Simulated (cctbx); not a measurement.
# A crystallographic session in cctbx: Ba14LiMn

Library: cctbx 2025.11. The data are simulated by the first script.

## 1. Simulate the data

run.py:

```python
from cctbx import adptbx, crystal, miller, sgtbx, xray
from cctbx.array_family import flex
from iotbx.shelx import hklf
from scitbx import matrix
import scitbx.random

cs = crystal.symmetry(unit_cell=(8.309, 8.309, 13.095, 90, 90, 120), space_group_symbol='Hall: P -6 2')  # P-6m2
atoms = [  # label, site, U (iso, or U11 U22 U33 U12 U13 U23 in A^2), occupancy
    ("Ba1", (2/3, 1/3, 0.752), 0.0057, 1),
    ("Ba2", (0.6774, 0.8387, 0.7493), 0.0063, 1),
    ("Ba3", (0.4965, 0.5035, 0.5), 0.0047, 1),
    ("Ba4", (0.4989, 0.5011, 0), 0.0049, 1),
    ("Mn1", (0, 0, 0), 0.0081, 1),
    ("Li1", (0, 0, 0.5), 0.0133, 1),
]
xs = xray.structure(crystal_symmetry=cs)
for label, site, u, occ in atoms:
    u = adptbx.u_cif_as_u_star(cs.unit_cell(), u) if isinstance(u, tuple) else u
    xs.add_scatterer(xray.scatterer(label, site=site, u=u, occupancy=occ))
xs.set_inelastic_form_factors(0.56087, "sasaki")
xs.show_summary()
p1 = xs.expand_to_p1()
ms = miller.build_set(p1, anomalous_flag=True, d_min=0.84)
flex.set_random_seed(558829)
scitbx.random.set_random_seed(558829)
ms = ms.select(flex.random_double(ms.size()) < 0.5)
i = ms.structure_factors_from_scatterers(p1, algorithm="direct").f_calc().as_intensity_array().data()
i = i * 20000 / flex.max(i)
sig = flex.sqrt(i + flex.pow2(0.015 * i) + 8 ** 2)
noise = scitbx.random.variate(scitbx.random.normal_distribution())(i.size())
data = ms.array(data=i + sig * noise, sigmas=sig).set_observation_type_xray_intensity()
with open("data.hkl", "w") as f:
    data.export_as_shelx_hklf(f)
print("reflections written:", data.size(), " <I/sigma> = %.1f" % flex.mean(data.data() / data.sigmas()))
for h, a, b in list(data.sort("data"))[:12]:
    print("%4d%4d%4d %9.1f %7.1f" % (h + (a, b)))
```

```console
$ python run.py
```

```text
Number of scatterers: 6
At special positions: 6
Unit cell: (8.309, 8.309, 13.095, 90, 90, 120)
Space group: P -6 m 2 (No. 187)
reflections written: 2764  <I/sigma> = 8.6
   0   0  -4   20219.7   331.8
   4  -2   0   15012.9   252.4
  -4   2   0   14954.8   252.4
  -2  -2   0   14424.4   252.4
   2  -2  -2   14340.5   251.9
   0   2   2   14335.9   251.9
   2  -4   4   12623.0   220.7
   4  -2  -4   12593.5   220.7
  -4   2   4   12550.9   220.7
   4  -2   4   12491.1   220.7
  -2   4  -4   12407.6   220.7
  -2   4   4   12406.6   220.7
```

It took 0.22 s on 1 thread of Arm Neoverse V2, with other jobs on the host, peak memory 0.07 GiB.

## 2. Refinement (lightest element left out)

run.py:

```python
import math
from cctbx import adptbx, crystal, maptbx, sgtbx, xray
from cctbx.array_family import flex
from cctbx.xray import observations
from iotbx.shelx import hklf
from scitbx.lstbx import normal_eqns_solving
from smtbx import absolute_structure, utils
from smtbx.refinement import constraints, least_squares

cs = crystal.symmetry(unit_cell=(8.309, 8.309, 13.095, 90, 90, 120), space_group_symbol='Hall: P -6 2')  # P-6m2
atoms = [  # label, site, U (iso, or U11 U22 U33 U12 U13 U23 in A^2), occupancy
    ("Ba1", (2/3, 1/3, 0.7543), 0.0200, 1),
    ("Ba2", (0.6784, 0.8392, 0.7487), 0.0200, 1),
    ("Ba3", (0.4964, 0.5036, 0.5), 0.0200, 1),
    ("Ba4", (0.4992, 0.5008, 0), 0.0200, 1),
    ("Mn1", (0, 0, 0), 0.0200, 1),
]
xs = xray.structure(crystal_symmetry=cs)
for label, site, u, occ in atoms:
    u = adptbx.u_cif_as_u_star(cs.unit_cell(), u) if isinstance(u, tuple) else u
    xs.add_scatterer(xray.scatterer(label, site=site, u=u, occupancy=occ))
xs.set_inelastic_form_factors(0.56087, "sasaki")
raw = hklf.reader(file_name="data.hkl").as_miller_arrays(crystal_symmetry=cs, anomalous=True)[0]
merged = raw.eliminate_sys_absent().merge_equivalents()
fo2 = merged.array().set_observation_type_xray_intensity()
print("Rint %.3f, %d unique reflections to %.2f A" % (merged.r_int(), fo2.size(), fo2.d_min()))
for sc in xs.scatterers():
    sc.flags.set_grad_site(True)
    sc.flags.set_grad_u_aniso(sc.flags.use_u_aniso())
    sc.flags.set_grad_u_iso(sc.flags.use_u_iso())
obs = fo2.as_xray_observations()
extra = {}
rep = constraints.reparametrisation(xs, [], utils.connectivity_table(xs), **extra)
ls = least_squares.crystallographic_ls(obs, rep, weighting_scheme=least_squares.mainstream_shelx_weighting(a=0, b=0))
print("cycle     R1     wR2    GooF  max shift (A)")
for cycle in range(8):
    ls.build_up()
    r1, wr2, goof = ls.r1_factor(cutoff_factor=2)[0], ls.wR2(), ls.goof()
    old = xs.sites_cart()
    normal_eqns_solving.levenberg_marquardt_iterations(ls, n_max_iterations=3, tau=1e-06, step_threshold=1e-7)
    big = flex.max((xs.sites_cart() - old).norms())
    print("%4d %7.4f %7.4f %7.3f %9.5f" % (cycle + 1, r1, wr2, goof, big))
    ls.build_up(objective_only=True)
    if abs(ls.wR2() - wr2) < 5e-5 and big < 5e-4:
        break
ls.build_up()
print("final R1 %.4f wR2 %.4f GooF %.3f  parameters %d  data/parameter %.1f" % (ls.r1_factor(cutoff_factor=2)[0], ls.wR2(), ls.goof(), ls.n_parameters, fo2.size() / ls.n_parameters))
cov = ls.covariance_matrix_and_annotations()
su = dict(zip(cov.annotations, (math.sqrt(max(v, 0)) for v in cov.matrix.matrix_packed_u_diagonal())))
a2 = cs.unit_cell().reciprocal_parameters()[0] ** -2
print("atom        x        y        z      Ueq    occ   su(xyz)  su(Uiso or U11)")
for sc in xs.scatterers():
    s = max(su.get(sc.label + k, 0) for k in (".x", ".y", ".z"))
    npd = "" if sc.is_positive_definite_u(cs.unit_cell()) else "  NPD"
    print("%-5s %8.5f %8.5f %8.5f %8.4f %6.3f %8.5f %7.4f%s" % ((sc.label,) + sc.site + (sc.u_iso_or_equiv(cs.unit_cell()), sc.occupancy, s, su.get(sc.label + ".uiso", su.get(sc.label + ".u11", 0) * a2), npd)))
fo = fo2.f_sq_as_f()
fc = fo.structure_factors_from_scatterers(xs, algorithm="direct").f_calc()
diff = fo.f_obs_minus_f_calc(1 / math.sqrt(ls.scale_factor()), fc).average_bijvoet_mates()
m = diff.fft_map(symmetry_flags=maptbx.use_space_group_symmetry, resolution_factor=0.25).apply_volume_scaling()
print("difference map: max %.2f min %.2f rms %.2f" % (m.statistics().max(), m.statistics().min(), m.statistics().sigma()))
peaks = m.peak_search(parameters=maptbx.peak_search_parameters(min_distance_sym_equiv=0.6, max_clusters=8)).all()
near = xs.closest_distances(peaks.sites(), distance_cutoff=4)
sps = cs.special_position_settings(min_distance_sym_equiv=0.5)
for k, (x, h) in enumerate(zip(peaks.sites(), peaks.heights())):
    ss = sps.site_symmetry(x)
    print("Q%-3d %7.4f %7.4f %7.4f %4d %7.2f  %.2f A from %s" % ((k + 1,) + tuple(t % 1 for t in ss.exact_site()) + (ss.multiplicity(), h, near.smallest_distances[k], xs.scatterers()[near.i_seqs[k]].label)))
```

```console
$ python run.py
```

```text
Rint 0.027, 583 unique reflections to 0.84 A
cycle     R1     wR2    GooF  max shift (A)
   1  0.1083  0.2197   7.032   0.03476
   2  0.0188  0.0311   0.996   0.00002
final R1 0.0188 wR2 0.0311 GooF 0.996  parameters 10  data/parameter 58.3
atom        x        y        z      Ueq    occ   su(xyz)  su(Uiso or U11)
Ba1    0.66667  0.33333  0.75164   0.0056  1.000  0.00013  0.0002
Ba2    0.67744  0.83872  0.74947   0.0060  1.000  0.00009  0.0001
Ba3    0.49681  0.50319  0.50000   0.0043  1.000  0.00011  0.0002
Ba4    0.49870  0.50130  0.00000   0.0052  1.000  0.00011  0.0002
Mn1    0.00000  0.00000  0.00000   0.0046  1.000  0.00000  0.0007
difference map: max 4.91 min -3.79 rms 0.25
Q1    0.0000  0.0000  0.5000    1    4.91  -1.00 A from Mn1
Q2    0.0000  0.0000  0.3550    2    1.60  2.69 A from Ba2
Q3    0.6667  0.3333  0.1926    2    0.95  0.73 A from Ba1
Q4    0.6667  0.3333  0.4183    2    0.90  2.23 A from Ba1
Q5    0.6219  0.2437  0.0000    3    0.90  1.77 A from Ba4
Q6    0.5342  0.0685  0.5000    3    0.87  0.54 A from Ba3
Q7    0.1088  0.5544  0.4526    6    0.82  0.96 A from Ba3
Q8    0.2343  0.4685  0.2279    6    0.81  1.09 A from Ba2
```

Time: 0.36 s.

## 3. Refinement (whole model)

run.py, as its changes from the last script of this kind:

```diff
@@ -16,0 +17 @@
+    ("Li1", (0, 0, 0.5), 0.0200, 1),
@@ -61 +62 @@
-peaks = m.peak_search(parameters=maptbx.peak_search_parameters(min_distance_sym_equiv=0.6, max_clusters=8)).all()
+peaks = m.peak_search(parameters=maptbx.peak_search_parameters(min_distance_sym_equiv=0.6, max_clusters=6)).all()
```

```console
$ python run.py
```

```text
Rint 0.027, 583 unique reflections to 0.84 A
cycle     R1     wR2    GooF  max shift (A)
   1  0.1059  0.2158   6.914   0.03117
   2  0.0186  0.0296   0.947   0.00011
final R1 0.0186 wR2 0.0295 GooF 0.947  parameters 11  data/parameter 53.0
atom        x        y        z      Ueq    occ   su(xyz)  su(Uiso or U11)
Ba1    0.66667  0.33333  0.75191   0.0057  1.000  0.00015  0.0002
Ba2    0.67745  0.83872  0.74935   0.0061  1.000  0.00009  0.0001
Ba3    0.49661  0.50339  0.50000   0.0046  1.000  0.00011  0.0002
Ba4    0.49886  0.50114  0.00000   0.0051  1.000  0.00011  0.0002
Mn1    0.00000  0.00000  0.00000   0.0080  1.000  0.00000  0.0013
Li1    0.00000  0.00000  0.50000   0.0259  1.000  0.00000  0.0185
difference map: max 1.95 min -2.27 rms 0.22
Q1    0.0000  0.0000  0.5000    1    1.95  0.00 A from Li1
Q2    0.0000  0.0000  0.3497    2    1.51  1.97 A from Li1
Q3    0.6667  0.3333  0.4132    2    1.08  2.16 A from Ba1
Q4    0.6218  0.2435  0.0000    3    1.03  1.77 A from Ba4
Q5    0.2289  0.4577  0.3207    6    0.96  1.34 A from Ba2
Q6    0.5222  0.2611  0.0764    6    0.86  2.32 A from Ba4
```

Time: 0.37 s.

## 4. Simulate the data

run.py, as its changes from the last script of this kind:

```diff
@@ -20 +20 @@
-xs.set_inelastic_form_factors(0.56087, "sasaki")
+xs.switch_to_neutron_scattering_dictionary()
@@ -23 +23 @@
-ms = miller.build_set(p1, anomalous_flag=True, d_min=0.84)
+ms = miller.build_set(p1, anomalous_flag=True, d_min=0.8)
@@ -28 +28 @@
-i = i * 20000 / flex.max(i)
+i = i * 5000 / flex.max(i)
```

```console
$ python run.py
```

```text
Number of scatterers: 6
At special positions: 6
Unit cell: (8.309, 8.309, 13.095, 90, 90, 120)
Space group: P -6 m 2 (No. 187)
reflections written: 3230  <I/sigma> = 9.6
   0   0  -4    4997.4   103.4
  -4   2   0    4874.7   100.0
   0   0   8    4826.4    98.9
   2   2  -4    4787.4    98.6
   2  -4  -4    4780.7    98.6
   2  -4   4    4723.7    98.6
  -2   4  -4    4633.2    98.6
   2   2   4    4589.1    98.6
  -2   4  -8    4462.7    94.3
   2  -4  -8    4425.4    94.3
   2   2  -8    4420.2    94.3
   2   2   8    4395.9    94.3
```

Time: 0.22 s.

## 5. Refinement (lightest element left out)

run.py, as its changes from the last script of this kind:

```diff
@@ -12,4 +12,4 @@
-    ("Ba1", (2/3, 1/3, 0.7543), 0.0200, 1),
-    ("Ba2", (0.6784, 0.8392, 0.7487), 0.0200, 1),
-    ("Ba3", (0.4964, 0.5036, 0.5), 0.0200, 1),
-    ("Ba4", (0.4992, 0.5008, 0), 0.0200, 1),
+    ("Ba1", (2/3, 1/3, 0.7524), 0.0200, 1),
+    ("Ba2", (0.6719, 0.8359, 0.7474), 0.0200, 1),
+    ("Ba3", (0.4983, 0.5017, 0.5), 0.0200, 1),
+    ("Ba4", (0.4975, 0.5025, 0), 0.0200, 1),
@@ -17 +16,0 @@
-    ("Li1", (0, 0, 0.5), 0.0200, 1),
@@ -23 +22 @@
-xs.set_inelastic_form_factors(0.56087, "sasaki")
+xs.switch_to_neutron_scattering_dictionary()
@@ -62 +61 @@
-peaks = m.peak_search(parameters=maptbx.peak_search_parameters(min_distance_sym_equiv=0.6, max_clusters=6)).all()
+peaks = m.peak_search(parameters=maptbx.peak_search_parameters(min_distance_sym_equiv=0.6, max_clusters=8)).all()
```

```console
$ python run.py
```

```text
Rint 0.038, 676 unique reflections to 0.80 A
cycle     R1     wR2    GooF  max shift (A)
   1  0.1460  0.3088   9.274   0.05916
   2  0.0567  0.1251   3.758   0.05889
   3  0.0592  0.1414   4.247   0.03475
   4  0.0493  0.1106   3.322   0.00000
   5  0.0703  0.1390   4.176   0.00000
   6  0.1672  0.2747   8.250   0.02219
   7  0.0463  0.1203   3.614   0.00000
   8  0.0833  0.1594   4.788   0.01034
final R1 0.0440 wR2 0.1046 GooF 3.140  parameters 10  data/parameter 67.6
atom        x        y        z      Ueq    occ   su(xyz)  su(Uiso or U11)
Ba1    0.66667  0.33333  0.75040   0.0056  1.000  0.00027  0.0005
Ba2    0.67749  0.83875  0.74953   0.0076  1.000  0.00018  0.0003
Ba3    0.49682  0.50318  0.50000   0.0052  1.000  0.00052  0.0004
Ba4    0.49649  0.50351  0.00000   0.0048  1.000  0.00050  0.0005
Mn1    0.00000  0.00000  0.00000   0.0001  1.000  0.00000  0.0007
difference map: max 4.59 min -9.79 rms 0.15
Q1    0.0000  0.0000  0.0000    1    4.59  0.00 A from Mn1
Q2    0.3333  0.6667  0.2228    2    0.76  2.50 A from Ba2
Q3    0.9915  0.4958  0.0000    3    0.62  0.11 A from Ba4
Q4    0.0355  0.0710  0.4579    6    0.59  3.26 A from Ba2
Q5    0.1112  0.0556  0.5000    3    0.58  3.49 A from Ba3
Q6    0.0549  0.1098  0.5000    3    0.47  3.49 A from Ba3
Q7    0.6667  0.3333  0.2206    2    0.41  0.38 A from Ba1
Q8    0.0000  0.0000  0.1600    2    0.40  2.09 A from Mn1
```

Time: 0.64 s.

Figures of merit this high mean that the model is still wrong or incomplete.

## 6. Refinement (whole model)

run.py, as its changes from the last script of this kind:

```diff
@@ -16,0 +17 @@
+    ("Li1", (0, 0, 0.5), 0.0200, 1),
@@ -61 +62 @@
-peaks = m.peak_search(parameters=maptbx.peak_search_parameters(min_distance_sym_equiv=0.6, max_clusters=8)).all()
+peaks = m.peak_search(parameters=maptbx.peak_search_parameters(min_distance_sym_equiv=0.6, max_clusters=6)).all()
```

```console
$ python run.py
```

```text
Rint 0.038, 676 unique reflections to 0.80 A
cycle     R1     wR2    GooF  max shift (A)
   1  0.1319  0.2702   8.123   0.04747
   2  0.0150  0.0317   0.953   0.00511
   3  0.0157  0.0305   0.918   0.00000
final R1 0.0157 wR2 0.0305 GooF 0.918  parameters 11  data/parameter 61.5
atom        x        y        z      Ueq    occ   su(xyz)  su(Uiso or U11)
Ba1    0.66667  0.33333  0.75201   0.0057  1.000  0.00016  0.0001
Ba2    0.67730  0.83865  0.74936   0.0063  1.000  0.00009  0.0001
Ba3    0.49642  0.50358  0.50000   0.0046  1.000  0.00009  0.0002
Ba4    0.49895  0.50105  0.00000   0.0049  1.000  0.00011  0.0002
Mn1    0.00000  0.00000  0.00000   0.0079  1.000  0.00000  0.0006
Li1    0.00000  0.00000  0.50000   0.0137  1.000  0.00000  0.0014
difference map: max 0.46 min -0.41 rms 0.05
Q1    0.0000  0.0000  0.0000    1    0.46  0.00 A from Mn1
Q2    0.0000  0.0000  0.0648    2    0.34  0.85 A from Mn1
Q3    0.0000  0.0000  0.1809    2    0.26  2.37 A from Mn1
Q4    0.0000  0.0000  0.2693    2    0.21  2.33 A from Ba2
Q5    0.5479  0.0957  0.0000    3    0.20  0.70 A from Ba4
Q6    0.0076  0.1504  0.5000    6    0.20  1.22 A from Li1
```

Run time: 0.4 s on 1 thread of Arm Neoverse V2 (shared host), peak memory 0.09 GiB.

[Logs are printed without paths, hosts, clocks, repeated set-up lines and the standing remarks that a program may print on its own settings, such as how far it seeks lower states.]
